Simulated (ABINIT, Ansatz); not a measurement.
An input for ABINIT 10.8.3 (Selenium (P3_121, 3 atoms a cell)):

```
acell 3*1.0 Angstrom
rprim 
  4.366199999998 0.000000000000 0.000000000000
  -2.183099999999 3.781240118002 0.000000000000
  0.000000000000 0.000000000000 4.953600000000
ntypat 1
znucl 34
natom 3
typat 1 1 1
xred 
  0.225400000000 -0.000000000000 0.333333333333
  -0.000000000000 0.225400000000 0.666666666667
  0.774600000000 0.774600000000 0.000000000000
pp_dirpath "pseudos"
pseudos "Se.upf"
ecut 48
ngkpt 6 6 4
nshiftk 1
shiftk 0 0 0
kptopt 1
chksymbreak 0
nband 41
occopt 1
tolvrs 1e-10
nstep 60
prtwf 0
optforces 0
optstress 0
indata_prefix "in"
outdata_prefix "out"
tmpdata_prefix "tmp"
```

```sh
OMP_NUM_THREADS=1 mpirun -n 8 abinit run.abi > log
```

Question: Estimate wall time and host memory on 8 MPI ranks of Intel Xeon Platinum 8488C (Sapphire Rapids), shared host.

It took 48 s; on shared hardware allow 24 s to 96 s. Peak host memory was 0.96 GiB.

[Paths, hosts, dates, memory and timing lines, banners, echoed tables and standing remarks are left out of the program output.]

[Logs are printed without paths, hosts, clocks, repeated set-up lines and the standing remarks that a program may print on its own settings, such as how far it seeks lower states.]

[Runs of the session that timed out or met a known fault of the program may be left out.]

[Hosts, paths, dates, database ids (printed as entryN), source tags and the programs' standing remarks are cut or masked in the printed files.]

[G0W0 gaps are taken among the corrected bands and points alone; a level outside them can change the order at an edge.]

[Where Ansatz stands beside ABINIT at settings called matched, ABINIT's density can come from a denser mesh and the files from another edition; pairs whose starting gaps differed by over 0.03 eV were left out, so agreement reads better than it is.]
